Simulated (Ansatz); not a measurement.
# CaSnSe3 (model cell, started as cubic perovskite with Sn in the octahedra): following an unstable mode, part 2 of 2

Wanted: the energy along a soft mode of CaSnSe3 (model cell, started as cubic perovskite with Sn in the octahedra) and the structure at the end.

Ansatz 0.2.0; DFT PBEsol, scalar-relativistic, plane waves, PAW; PAW set soft_1.

So far, highest frequency on the path or at a solved wavevector (cm⁻¹): step 2 (the dispersion) 236. Also lowest frequency on the path (cm⁻¹): step 2 -118.

The structure was built from a prototype and need not be the compound's stable phase.

## Step 6: Relaxation from the frozen mode

Starting from the lowest point found, all atoms and the cell are let go, so that strain and other modes of the same symmetry can join in.

input.yaml reads:

```yaml
crystal:
  lattice:
    - [5.2086939713, 0.0, 0.0]
    - [0.0, 5.2086939713, 0.0]
    - [0.0, 0.0, 5.2086939713]
  atoms:
    - { symbol: Ca, position: [0.0, -0.1151920238, 0.0] }
    - { symbol: Sn, position: [0.5, 0.4876456502, 0.5] }
    - { symbol: Se, position: [0.5, 0.5392058028, 0.0] }
    - { symbol: Se, position: [0.5, -0.0013801535, 0.5] }
    - { symbol: Se, position: [0.0, 0.5392058028, 0.5] }
kpoints:
  mp_grid: { grid: [8, 8, 8] }
hamiltonian:
  xc: pbesol
  pseudopotentials: { kind: paw, azcp: { folder: soft_1 }, xc_functional: pbe }
scf:
  occupations: { method: methfessel_paxton, width: 0.2 }
output:
  forces: true
  stress: true
  eigenvalues: true
relax:
  adjacent_minimum: "off"
  f_tol: 0.002
  max_steps: 120
  cell: { stress_tol: 0.03 }
```

On the command line:

```
$ ansatz run input.yaml --threads 4 --pin off --max-ram 16384MiB --backend cpu --events-out ev --progress --plain --runs-dir out
```

Numbers of over 12 decimals in the logs are rounded to 6 here.

Log:

```text
[...]
Crystal: 5 atoms, lattice volume = 141.314 Å³
Basis set: ecut = 420 eV, 2777 PW (Γ), exchange–correlation on 72×72×72 points (8 copies of the dense FFT grid, shifted against one another)
Bands: 44, of which v1, the nominal top of the filled ones, is band 36 counted from 1 (35 counted from 0)
Symmetry: 8 space group operations
[...]
k-points: 75 of 512 (time reversal used)
[...]
SCF iter   1: F=—  HF=-24021.148256 eV  |F-HF|=—  |Δ(HF+E_count)|=         —  Δρ=4.98e-2  dr2=8.21e0  ethr=3.10e-3  ⟨swp⟩=8.7  Hψ=14706  notcnv=0
[...]
SCF iter   9: F=-24019.245316 eV  HF=-24019.245316 eV  |F-HF|=3.47e-8  |Δ(HF+E_count)|=   7.75e-7  S|Δr|=    0.00e0  Δρ=7.26e-6  dr2=6.70e-8  ethr=1.39e-10  ⟨swp⟩=11.6  Hψ=19884  notcnv=0
SCF 1 converged in 9 iterations: F = -24019.245316 eV  dr2 = 6.70e-8
[...]
relax step   1: F+E_penalty+E_count = -24019.24531599 eV  Δ(F+E_penalty+E_count) = +0.000e0 eV  max|allowed force component| = 5.777e-1 eV/Å  Δτ_max = 0.0000 Å  P = +1.193 GPa  Ω = 141.314 Å³  (9 SCF iters, dr2 threshold 1.00e-7 eV, accepted)
Crystal: 5 atoms, lattice volume = 149.198 Å³
Basis set: ecut = 420 eV, 2939 PW (Γ), exchange–correlation on 72×72×72 points (8 copies of the dense FFT grid, shifted against one another)
[...]
SCF iter   8: F=-24019.549507 eV  HF=-24019.549508 eV  |F-HF|=1.01e-7  |Δ(HF+E_count)|=   2.89e-7  S|Δr|=    0.00e0  Δρ=4.82e-6  dr2=8.28e-8  ethr=6.94e-10  ⟨swp⟩=7.0  Hψ=15178  notcnv=0
SCF 2 converged in 8 iterations: F = -24019.549507 eV  dr2 = 8.28e-8
[...]
relax step   2: F+E_penalty+E_count = -24019.54950744 eV  Δ(F+E_penalty+E_count) = -3.042e-1 eV  max|allowed force component| = 7.449e-1 eV/Å  Δτ_max = 0.1749 Å  P = -0.625 GPa  Ω = 149.198 Å³  energy of the carried Pulay correction = -4.011e-4 eV  (8 SCF iters, dr2 threshold 5.00e-7 eV, accepted)
Crystal: 5 atoms, lattice volume = 148.262 Å³
Basis set: ecut = 420 eV, 2907 PW (Γ), exchange–correlation on 72×72×72 points (8 copies of the dense FFT grid, shifted against one another)
[...]
SCF iter   8: F=-24019.673379 eV  HF=-24019.673379 eV  |F-HF|=5.05e-8  |Δ(HF+E_count)|=   4.60e-7  S|Δr|=    0.00e0  Δρ=5.86e-6  dr2=5.80e-8  ethr=6.94e-10  ⟨swp⟩=9.4  Hψ=17800  notcnv=0
SCF 3 converged in 8 iterations: F = -24019.673379 eV  dr2 = 5.80e-8
[...]
relax step   3: F+E_penalty+E_count = -24019.67337908 eV  Δ(F+E_penalty+E_count) = -1.239e-1 eV  max|allowed force component| = 7.336e-1 eV/Å  Δτ_max = 0.1919 Å  P = +0.843 GPa  Ω = 148.262 Å³  energy of the carried Pulay correction = -3.547e-4 eV  (8 SCF iters, dr2 threshold 5.00e-7 eV, accepted)
[... from here on, the SCF cycles and remarks between the steps are left out ...]
relax step   4: F+E_penalty+E_count = -24019.80282463 eV  Δ(F+E_penalty+E_count) = -1.294e-1 eV  max|allowed force component| = 2.492e-1 eV/Å  Δτ_max = 0.0967 Å  P = -0.087 GPa  Ω = 150.667 Å³  energy of the carried Pulay correction = -4.735e-4 eV  (7 SCF iters, dr2 threshold 5.00e-7 eV, accepted)
relax step   5: F+E_penalty+E_count = -24019.93203127 eV  Δ(F+E_penalty+E_count) = -1.292e-1 eV  max|allowed force component| = 4.950e-1 eV/Å  Δτ_max = 0.1284 Å  P = -0.680 GPa  Ω = 150.582 Å³  energy of the carried Pulay correction = -4.693e-4 eV  (7 SCF iters, dr2 threshold 5.00e-7 eV, accepted)
relax step   6: F+E_penalty+E_count = -24020.08469076 eV  Δ(F+E_penalty+E_count) = -1.527e-1 eV  max|allowed force component| = 2.237e-1 eV/Å  Δτ_max = 0.0643 Å  P = +0.040 GPa  Ω = 146.925 Å³  energy of the carried Pulay correction = -2.877e-4 eV  (7 SCF iters, dr2 threshold 5.00e-7 eV, accepted)
relax step   7: F+E_penalty+E_count = -24020.09060775 eV  Δ(F+E_penalty+E_count) = -5.917e-3 eV  max|allowed force component| = 2.225e-1 eV/Å  Δτ_max = 0.0500 Å  P = +0.254 GPa  Ω = 147.017 Å³  energy of the carried Pulay correction = -2.923e-4 eV  (6 SCF iters, dr2 threshold 5.00e-7 eV, accepted)
relax step   8: F+E_penalty+E_count = -24020.10310253 eV  Δ(F+E_penalty+E_count) = -1.249e-2 eV  max|allowed force component| = 1.180e-1 eV/Å  Δτ_max = 0.0227 Å  P = +0.083 GPa  Ω = 147.460 Å³  energy of the carried Pulay correction = -3.146e-4 eV  (6 SCF iters, dr2 threshold 5.00e-7 eV, accepted)
relax step   9: F+E_penalty+E_count = -24020.10392369 eV  Δ(F+E_penalty+E_count) = -8.212e-4 eV  max|allowed force component| = 1.590e-2 eV/Å  Δτ_max = 0.0100 Å  P = +0.026 GPa  Ω = 147.536 Å³  energy of the carried Pulay correction = -3.184e-4 eV  (5 SCF iters, dr2 threshold 5.00e-7 eV, accepted)
relax step  10: F+E_penalty+E_count = -24020.10397240 eV  Δ(F+E_penalty+E_count) = -4.871e-5 eV  max|allowed force component| = 4.967e-3 eV/Å  Δτ_max = 0.0036 Å  P = -0.013 GPa  Ω = 147.710 Å³  energy of the carried Pulay correction = -3.271e-4 eV  (6 SCF iters, dr2 threshold 1.58e-8 eV, accepted)
relax step  11: F+E_penalty+E_count = -24020.10397855 eV  Δ(F+E_penalty+E_count) = -6.148e-6 eV  max|allowed force component| = 2.526e-4 eV/Å  Δτ_max = 0.0006 Å  P = -0.001 GPa  Ω = 147.700 Å³  energy of the carried Pulay correction = -3.266e-4 eV  (5 SCF iters, dr2 threshold 1.54e-9 eV, accepted)
relax step  12: F+E_penalty+E_count = -24020.11795856 eV  Δ(F+E_penalty+E_count) = -1.398e-2 eV  max|allowed force component| = 4.389e-3 eV/Å  Δτ_max = 0.0000 Å  P = +0.165 GPa  Ω = 147.700 Å³  stress off target by 4.56e-1 GPa  SCF on the basis re-selected at this cell (its energy is not comparable with the rows above)  (10 SCF iters)
relax step  13: F+E_penalty+E_count = -24020.11963244 eV  Δ(F+E_penalty+E_count) = -1.674e-3 eV  max|allowed force component| = 2.781e-3 eV/Å  Δτ_max = 0.0092 Å  P = +0.040 GPa  Ω = 148.372 Å³  energy of the carried Pulay correction = -3.319e-5 eV  (4 SCF iters, dr2 threshold 5.00e-7 eV, accepted)
relax step  14: F+E_penalty+E_count = -24020.11974685 eV  Δ(F+E_penalty+E_count) = -1.144e-4 eV  max|allowed force component| = 9.629e-4 eV/Å  Δτ_max = 0.0033 Å  P = +0.003 GPa  Ω = 148.598 Å³  energy of the carried Pulay correction = -4.447e-5 eV  (5 SCF iters, dr2 threshold 2.98e-8 eV, accepted)
[...]
SCF iter   8: F=-24020.119790 eV  HF=-24020.119790 eV  |F-HF|=2.18e-11  |Δ(HF+E_count)|=  8.73e-11  S|Δr|=    0.00e0  Δρ=4.45e-8  dr2=3.92e-12  ethr=1.00e-12  ⟨swp⟩=6.5  Hψ=15325  notcnv=0
SCF 15 converged in 8 iterations: F = -24020.119790 eV  dr2 = 3.92e-12
relax step  15: F+E_penalty+E_count = -24020.11979007 eV  Δ(F+E_penalty+E_count) = -4.323e-5 eV  max|allowed force component| = 1.050e-3 eV/Å  Δτ_max = 0.0000 Å  P = +0.003 GPa  Ω = 148.598 Å³  stress off target by 1.04e-2 GPa  SCF on the basis re-selected at this cell (its energy is not comparable with the rows above)  (8 SCF iters)
[...]
SCF converged after 8 iterations
[...]
Free energy (F): -24020.119790 eV
[...]
Internal energy: -24020.117747 eV  (E = F + TS)
E sigma→0 (E₀):  -24020.119279 eV
Entropy (-TS):   -0.002043 eV (-0.409 meV/atom)
Fermi energy:    6.515996 eV
Step filling:    the computed levels leave a gap of 0.0006 eV = 0.0 smearing widths at the electron count; against every level under it full and every level over it empty, smearing changes F+E_penalty+E_count by -4.155 meV and its σ→0 estimate by -3.644 meV
[...]
--- Forces (eV/Å), atoms counted from 1 ---
  atom   1  Ca     0.00000000    -0.00104969     0.00000000
  atom   2  Sn     0.00000000    -0.00042698     0.00000000
  atom   3  Se     0.00000000     0.00045581    -0.00000000
  atom   4  Se     0.00000000     0.00056871     0.00000000
  atom   5  Se    -0.00000000     0.00045581     0.00000000
  max |Σ_I F_I| component: 3.66e-6 eV/Å
--- Stress (GPa, compression-positive) ---
       -0.000922      -0.000000       0.000000
       -0.000000       0.010367      -0.000000
        0.000000      -0.000000      -0.000922
  P = ⅓ Tr σ = 0.0028 GPa (0.028 kbar)
--- Band table (eV; the first three rows and the last of 75) ---
  k-point 0: bands = [... 32 lower, 5.1482, 5.1482, 5.3849, 5.9004, 5.9004, 8.1527, 9.6198, 9.6198, ... 4 higher]
  k-point 1: bands = [... 32 lower, 5.0544, 5.1034, 5.2511, 5.7527, 6.2016, 8.4123, 9.4370, 9.4764, ... 4 higher]
  k-point 2: bands = [... 32 lower, 4.8953, 4.9019, 5.1991, 5.5130, 6.9585, 8.9528, 9.3715, 9.5403, ... 4 higher]
  k-point 74: bands = [... 32 lower, 5.5401, 5.5401, 6.4030, 6.5987, 6.8188, 8.8624, 9.6641, 9.6641, ... 4 higher]
--- Relaxed structure (13 steps of the walk, 13 accepted, 2 SCFs on fresh bases) ---
  F+E_penalty+E_count = -24020.11979007 eV   max|allowed force component| = 1.050e-3 eV/Å   (the final SCF, on the basis selected at the relaxed cell)
  cell:  # Å, volume = 148.5983 Å³
    - [4.837220, 0, 0]
    - [0, 6.350710, 0.0]
    - [0, 0.0, 4.837220]
  atoms:
    - { symbol: Ca, position: [0, -0.144781, 0] }
    - { symbol: Sn, position: [0.5, 0.408227, 0.5] }
    - { symbol: Se, position: [0.5, 0.586123, 0.0] }
    - { symbol: Se, position: [0.5, 0.013793, 0.5] }
    - { symbol: Se, position: [0, 0.586123, 0.5] }
```

Run time: 3.1 min. Hardware: 4 threads of Arm Neoverse V2, shared host; peak memory 0.71 GiB.

Relaxation path:

```tsv
step	energy less that of the first step (eV)	largest force component (eV/Å)	pressure (GPa)	volume (Å³)
1	0.0000	0.5777	1.19	141.31
2	-0.3042	0.7449	-0.63	149.20
3	-0.4281	0.7336	0.84	148.26
4	-0.5575	0.2492	-0.09	150.67
5	-0.6867	0.4950	-0.68	150.58
6	-0.8394	0.2237	0.04	146.92
7	-0.8453	0.2225	0.25	147.02
8	-0.8578	0.1180	0.08	147.46
9	-0.8586	0.0159	0.03	147.54
10	-0.8587	0.0050	-0.01	147.71
11	-0.8587	0.0003	0.00	147.70
12*	-0.8726	0.0044	0.17	147.70
13	-0.8743	0.0028	0.04	148.37
14	-0.8744	0.0010	0.00	148.60
15*	-0.8745	0.0010	0.00	148.60
```

Relaxation steps marked * repeat the geometry before them on a plane-wave basis chosen anew for their cell, so energy and pressure can jump there.

The run keeps the 8 symmetry operations that it works with, so distortions that break them were not tested.

```tsv
cell as run	before	after	change
a (Å)	5.209	4.837	-7.1 %
b (Å)	5.209	6.351	+21.9 %
c (Å)	5.209	4.837	-7.1 %
volume (Å³/atom)	28.26	29.72	+5.2 %
```

The atoms that moved most (Å, as changes of fractional coordinates times the final cell):

```tsv
atom	dx	dy	dz	length
Sn2	0.000	-0.504	0.000	0.504
Se3	0.000	0.298	0.000	0.298
Se5	0.000	0.298	0.000	0.298
Ca1	0.000	-0.188	0.000	0.188
Se4	0.000	0.096	0.000	0.096
```

The relaxed structure:

```xyz
5
Lattice="4.8372 0.0000 0.0000 0.0000 6.3507 0.0000 0.0000 0.0000 4.8372" Properties=species:S:1:pos:R:3 pbc="T T T"
Ca    0.0000   -0.9195    0.0000
Sn    2.4186    2.5925    2.4186
Se    2.4186    3.7223    0.0000
Se    2.4186    0.0876    2.4186
Se    0.0000    3.7223    2.4186
```

Numbers from this step:

* pressure: 0.002841 GPa
* volume per atom: 29.72 Å³

The distorted start has space group P4mm; the relaxation ends in P4mm.

## Step 7: The new phase in its own primitive cell

The relaxed structure is symmetrised, reduced to its primitive cell and relaxed tightly, as its phonons need.

input.yaml, the sections that differ from step 6:

```yaml
crystal:
  lattice:
    - [4.8372199556, 0.0, 0.0]
    - [0.0, 4.8372199556, 0.0]
    - [0.0, 0.0, 6.350709599]
  atoms:
    - { symbol: Ca, position: [0.0, 0.0, 0.1447805706] }
    - { symbol: Sn, position: [0.5, 0.5, 0.5917726133] }
    - { symbol: Se, position: [0.5, 0.0, 0.4138773751] }
    - { symbol: Se, position: [0.5, 0.5, 0.9862069873] }
    - { symbol: Se, position: [0.0, 0.5, 0.4138773751] }
kpoints:
  mp_grid: { grid: [8, 8, 6] }
relax:
  adjacent_minimum: "off"
  f_tol: 0.001
  max_steps: 60
  cell: { stress_tol: 0.01 }
# hamiltonian, scf, output: as in step 6
```

Log:

```text
[...]
Crystal: 5 atoms, lattice volume = 148.598 Å³
Basis set: ecut = 420 eV, 2881 PW (Γ), exchange–correlation on 72×72×90 points (8 copies of the dense FFT grid, shifted against one another)
Bands: 44, of which v1, the nominal top of the filled ones, is band 36 counted from 1 (35 counted from 0)
Symmetry: 8 space group operations
[...]
k-points: 60 of 384 (time reversal used)
[...]
--- Relaxed structure (4 steps of the walk, 4 accepted, 1 SCFs on fresh bases) ---
[...]
cell:  # Å, volume = 148.6308 Å³
    - [4.836986, 0, 0]
    - [0, 4.836986, 0.0]
    - [0, 0.0, 6.352710]
  atoms:
    - { symbol: Ca, position: [0, 0, 0.144912] }
    - { symbol: Sn, position: [0.500000, 0.500000, 0.591784] }
    - { symbol: Se, position: [0.500000, 0, 0.413854] }
    - { symbol: Se, position: [0.500000, 0.500000, 0.986111] }
    - { symbol: Se, position: [0, 0.500000, 0.413854] }
[key lines of the parts left out:]
SCF converged after 8 iterations
Free energy (F): -24020.119673 eV
Fermi energy:    6.515049 eV
P = ⅓ Tr σ = -0.0003 GPa (-0.003 kbar)
```

Elapsed: 50 s, on 4 threads; peak memory 0.65 GiB.

Little changed from the start: no atom moved by 0.005 Å and no cell edge by 0.1 %.

This step gave:

* pressure: -2.60e-4 GPa
* volume per atom: 29.73 Å³

The largest force component left is 0.023 meV/Å and the pressure is 0.000 GPa, within the tolerances set. The cell now holds 29.73 Å³/atom.

## Step 8: Modes of the new phase, k-mesh 8×8×6

A relaxed structure may still be a saddle point, so its zone-centre modes are computed. No field response is asked, since the mesh shows no gap.

input.yaml, the sections that differ from step 7:

```yaml
crystal:
  lattice:
    - [4.8369861154, 0.0, 0.0]
    - [0.0, 4.8369861154, 0.0]
    - [0.0, 0.0, 6.3527097318]
  atoms:
    - { symbol: Ca, position: [0.0, 0.0, 0.1449115975] }
    - { symbol: Sn, position: [0.5, 0.5, 0.5917837571] }
    - { symbol: Se, position: [0.5, 0.0, 0.413854261] }
    - { symbol: Se, position: [0.5, 0.5, 0.9861110447] }
    - { symbol: Se, position: [0.0, 0.5, 0.413854261] }
output:
  eigenvalues: true
phonons:
  method: dfpt
# kpoints, hamiltonian, scf: as in step 7
# relax: removed
```

Log:

```text
zone centre: on kpoints.mp_grid the ground state, and the responses unless they are solved on pairs of k-points, stand on 100 of the mesh's 384 k-points, reduced under 4 symmetry operations, with k and −k counted as one. Each operation leaves every solved displacement unchanged or reverses it
[...]
Crystal: 5 atoms, lattice volume = 148.631 Å³
Basis set: ecut = 420 eV, 2881 PW (Γ), exchange–correlation on 72×72×90 points (8 copies of the dense FFT grid, shifted against one another)
Bands: 44, of which v1, the nominal top of the filled ones, is band 36 counted from 1 (35 counted from 0)
Symmetry: 8 space group operations
k-points: 100 of 384 (irreducible under 4 space group operations, time reversal used)
[...]
SCF iter   1: F=—  HF=-24022.811520 eV  |F-HF|=—  |Δ(HF+E_count)|=         —  Δρ=5.58e-2  dr2=1.20e1  ethr=3.10e-3  ⟨swp⟩=9.6  Hψ=21807  notcnv=0  defer=1
[...]
SCF iter  15: F=-24020.119673 eV  HF=-24020.119673 eV  |F-HF|=3.64e-12  |Δ(HF+E_count)|=  1.82e-11  S|Δr|=    0.00e0  Δρ=2.82e-8  dr2=1.13e-12  ethr=1.00e-12  ⟨swp⟩=13.8  Hψ=25022  notcnv=0
SCF 1 converged in 15 iterations: F = -24020.119673 eV  dr2 = 1.13e-12
[...]
DFPT response loops at Γ: preconditioner auto → none (partly filled bands, converged f_vac=0.150); β = 0.50; Broyden in place of MSR1
SCF converged after 15 iterations
[...]
Free energy (F): -24020.119673 eV
[...]
Internal energy: -24020.117359 eV  (E = F + TS)
E sigma→0 (E₀):  -24020.119094 eV
Entropy (-TS):   -0.002314 eV (-0.463 meV/atom)
Fermi energy:    6.515049 eV
[...]
--- Band table (eV; the first three rows and the last of 100) ---
  k-point 0: bands = [... 32 lower, 5.1457, 5.1457, 5.3812, 5.8984, 5.8984, 8.1505, 9.6173, 9.6173, ... 4 higher]
  k-point 1: bands = [... 32 lower, 5.0849, 5.0849, 5.5964, 5.8525, 5.8525, 8.4662, 9.8467, 9.8467, ... 4 higher]
  k-point 2: bands = [... 32 lower, 4.9550, 4.9550, 5.7842, 5.7842, 5.9568, 9.0572, 9.8397, 9.8760, ... 4 higher]
  k-point 99: bands = [... 32 lower, 5.5361, 5.5361, 6.4015, 6.5940, 6.8166, 8.8613, 9.6616, 9.6616, ... 4 higher]
--- Phonons (Γ-DFPT): 9 representative perturbations + reference, on 100 of 384 k-points (Σ response iterations 29) ---
  k mesh reduced under 4 symmetry operations, with k and −k counted as one. Each operation leaves every solved displacement unchanged or reverses it
  ASR residual: 5.639e-5 → 0.000e0 eV/Å²; symmetrization residual: 1.893e-5 eV/Å²
  ASR residual per site (eV/Å²): 5.64e-5 5.52e-5 3.04e-5 1.42e-5 3.04e-5
[...]
non-analytic LO–TO correction: not included (Born effective charges unavailable; polar crystals: no LO–TO splitting at Γ)
```

Elapsed: 2.8 min, on 4 threads; peak memory 2.2 GiB.

This step gave:

```yaml
sum_rule_residual_before_enforcement: 5.64e-5 eV/Å²
point_group: 4mm
highest_optical_mode_at_the_zone_centre_no_lo_to_term: 242.4 cm⁻¹
lowest_optical_zone_centre_mode: -29.46 cm⁻¹
```

Patterns of degenerate modes are one choice out of their space. The modes at Γ (shares of kinetic energy by element, %) (negative means imaginary):

```tsv
mode	frequency (cm⁻¹)	symmetry	Ca %	Sn %	Se %
1	-29.5	E	24	1	75
2	-29.5	E	24	1	75
3	0.0	acoustic	10	30	60
4	0.0	acoustic	10	30	60
5	0.0	acoustic	10	30	60
6	61.1	E	12	40	48
7	61.1	E	12	40	48
8	96.8	B1	0	0	100
9	143.3	A1	10	16	73
10	150.3	E	53	3	44
11	150.3	E	53	3	44
12	163.3	A1	78	0	22
13	197.0	E	0	26	73
14	197.0	E	0	26	73
15	242.4	A1	2	53	45
```

Displacements in mode 2 (-29.5 cm⁻¹), the largest set to 1:
```
Ca1 -0.95 -0.15  0.00
Sn2  0.12  0.02  0.00
Se3 -0.65 -0.01  0.00
Se4  1.00  0.16  0.00
Se5 -0.04 -0.10  0.00
```

Displacements in mode 8 (96.8 cm⁻¹), the largest set to 1:
```
Ca1  0.00  0.00  0.00
Sn2  0.00  0.00  0.00
Se3  0.00  0.00  1.00
Se4  0.00  0.00  0.00
Se5  0.00  0.00 -1.00
```

Before it was imposed, the acoustic sum rule was missed by 5.6e-5 eV/Å². Small misses are needed for a sound result but don't prove that mesh and cutoff are converged. The lowest optical mode is imaginary, 29.5i cm⁻¹, so the energy falls along it.

## Step 9: Outcome

* unstable mode of the parent: q = (0, 0, 0), 117i cm⁻¹
* depth at the lowest point sampled: 80.4 meV/atom
* largest atomic shift at that point: 0.6 Å
* space group reached (within 0.01 Å): P4mm
* energy gained over the parent (first relaxation, on the mesh of the frozen mode): 255 meV/atom
* volume per atom, phase reached: 29.7 Å³
* lowest optical zone-centre mode, phase reached: -29.5 cm⁻¹
* highest optical mode at the zone centre (no LO-TO term), phase reached: 242 cm⁻¹

Along this mode the structure falls into P4mm, 255 meV/atom below the parent. At the parent's cell the well is 80.40 meV/atom deep on the steps tried, with its lowest point at a shift of 0.6 Å. That is the last step tried, so the steps alone don't bracket the bottom of the well. Relaxing atoms and cell changes the gain by +174.79 meV/atom against the lowest step (energies at zero smearing). Most of the total comes from this relaxation. The new phase still has an imaginary mode at the zone centre of its cell, so it is a saddle point on the way to a lower structure. Of the 4 patterns followed to their end from this parent, this one reaches the lowest energy. Each path keeps the symmetry of its pattern, so a lower phase may lie along a pattern not tried. With no gap, or one that is small against the smearing, the frequencies hang on the k mesh and the smearing, most of all near Kohn anomalies. Spin-orbit coupling is left out, which can matter for the heavy elements here. The PAW files were made for PBE and serve the other functionals too. A phonon run warned that its eigensolver left some bands unconverged in a pass. The starting cell was built on a prototype and not taken from a measurement, so the phase need not exist.

[Logs are printed without paths, hosts, clocks, repeated set-up lines and the standing remarks that a program may print on its own settings, such as how far it seeks lower states.]

[Hosts, paths, dates, database ids (printed as entryN), source tags and the programs' standing remarks are cut or masked in the printed files.]
